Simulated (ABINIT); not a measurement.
## Beyond one shot: Diamond (Fd-3m, 2 atoms a cell)

The structure is cubic, space group Fd-3m (No. 227). Conventional cell: a = 3.567 Å, b = 3.567 Å, c = 3.567 Å, α = 90.00°, β = 90.00°, γ = 90.00°. Nearest to C lie 4 C at 1.54 Å.

```
C
1.0
     0.00000    1.78337    1.78337
     1.78337    0.00000    1.78337
     1.78337    1.78337    0.00000
C
2
Direct
  0.00000 0.00000 0.00000
  0.25000 0.25000 0.25000
```

| Item | Value |
| --- | --- |
| method | RPA screening on LDA from quasiparticle energies, plane waves, norm-conserving pseudopotentials (and 5 further levels or steps) |
| program | ABINIT 10.8.3 |
| settings | cutoff 37 Ha, PseudoDojo scalar-relativistic 0.4.1 standard, norm-conserving, potential set dojo-sr-lda-0.4.1-standard, ngkpt (6, 6, 6), nband 58, ecuteps 9 Ha, gwcalctyp 10, inclvkb 2, shiftk (0, 0, 0), symchi 1, awtr 1, frequency ppm, cycle 3, q points all but q = 0, 6×6×6 k-mesh |
| cost | 15 runs, 11 min in all on 4 MPI ranks of Arm Neoverse V1, shared host |
| notes | The cell and positions come from the Crystallography Open Database and are kept as given unless a step says otherwise. The first cycle of evGW0 takes the full correction, without the factor Z, so it overshoots the one-shot value. The 6×6×6 mesh is coarse for this cell, which bears on the long-range parts of exchange and screening. |
| G0W0 | 5.652 eV |
| evGW0, cycle 1 | 5.947 eV |
| evGW0, cycle 2 | 5.812 eV |
| evGW0, cycle 3 | 5.822 eV |
| evGW, cycle 1 | 6.063 eV |
| evGW, cycle 2 | 6.083 eV |
| evGW, cycle 3 | 6.085 eV |
| known limits | short of the basis limit; coarse k mesh |

Only the bands that the input lists are updated; the higher empty ones keep the functional's energies. The evGW loop starts from the last levels of evGW0, so its cycles and time come on top of those.

[Long decimals in the printed logs are rounded to 6 places.]

[Logs are printed without paths, hosts, clocks, repeated set-up lines and the standing remarks that a program may print on its own settings, such as how far it seeks lower states.]

[Paths, hosts, dates, memory and timing lines, banners, echoed tables and standing remarks are left out of the program output; an Ansatz launch command may be rebuilt from the run's recorded settings. Measured values are a selection of at most five: reports struck by readers or far from the other reports are left out. None is set beside runs whose start may be inverted or whose files or cutoffs have a known fault.]

[Runs of the session that timed out or met a known fault of the program may be left out.]

[Hosts, paths, dates, database ids (printed as entryN), source tags and the programs' standing remarks are cut or masked in the printed files.]

[G0W0 gaps are taken among the corrected bands and points alone; a level outside them can change the order at an edge.]

[Where Ansatz stands beside ABINIT at settings called matched, ABINIT's density can come from a denser mesh and the files from another edition; pairs whose starting gaps differed by over 0.03 eV were left out, so agreement reads better than it is.]
